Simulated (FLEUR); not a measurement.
# Calculated records

### Collinear magnetic orders of free Ni(111) film, 1 layer with FLEUR

The cell holds 1 atom: 1 Ni. Cell: a = 2.492 Å, b = 2.492 Å, c = 14.000 Å, α = 90.0°, β = 90.0°, γ = 120.0°. layers at typed spacings, unrelaxed. Vacuum lies along c.

```xyz
1
Lattice="2.4917 0.0000 0.0000 -1.2458 2.1579 0.0000 0.0000 0.0000 14.0000" Properties=species:S:1:pos:R:3
Ni    0.0000    0.0000    7.0000
```

- method: PBE; all-electron FLAPW film, Dirac cores, scalar-relativistic bands (and 1 further level or step)
- program: FLEUR MaX-R8.1
- settings of one run: kmax 3.66 1/bohr, gmax 11 1/bohr, muffin tin radii Ni: 2.24 bohr, lmax Ni: [8, 6], hist occupations, smearing width 0.05 eV, mixer Anderson, mixing 0.03, max iterations 120, stop 2.00e-5 me/bohr³, film mode on, collinear spin, 18×18×1 k-mesh, mesh matched on, starting moments 1 μB
- cost: 4 runs, 3.4 min in all on 4 MPI ranks of Arm Neoverse N1, shared host (the runs of this entry)
- notes: The run is spin-polarised, with a total moment of 0.79 μB a cell. This is the lowest of 3 finished starts, no proof of the ground state.
- lowest state found: ferromagnetic (initial ferro +)
- largest site spin moment: 0.865 μB
- next finished state: antiferromagnetic, 93.6 meV a seeded atom higher
- energy gained by spin polarisation: 122 meV a seeded atom
- hyperfine field at Ni1, along its moment: -10.5 T
- orbital moment on the atom of largest spin, along its spin (spin–orbit run): 0.0706 μB

The lowest state found is ferromagnetic, reached from the start ferro +, with moments up to 0.865 μB. The next finished state costs 94 meV a seeded atom.

[Logs and program files are shortened in this print: banners, set-up blocks, solver, clock and traceback lines can be left out without a mark of their own.]

[Logs are printed without paths, hosts, clocks, repeated set-up lines and the standing remarks that a program may print on its own settings, such as how far it seeks lower states.]

[Hosts, paths, dates, database ids (printed as entryN), source tags and the programs' standing remarks are cut or masked in the printed files.]

[Where a cell is said to come from a database of computed structures, the database is the Materials Project.]
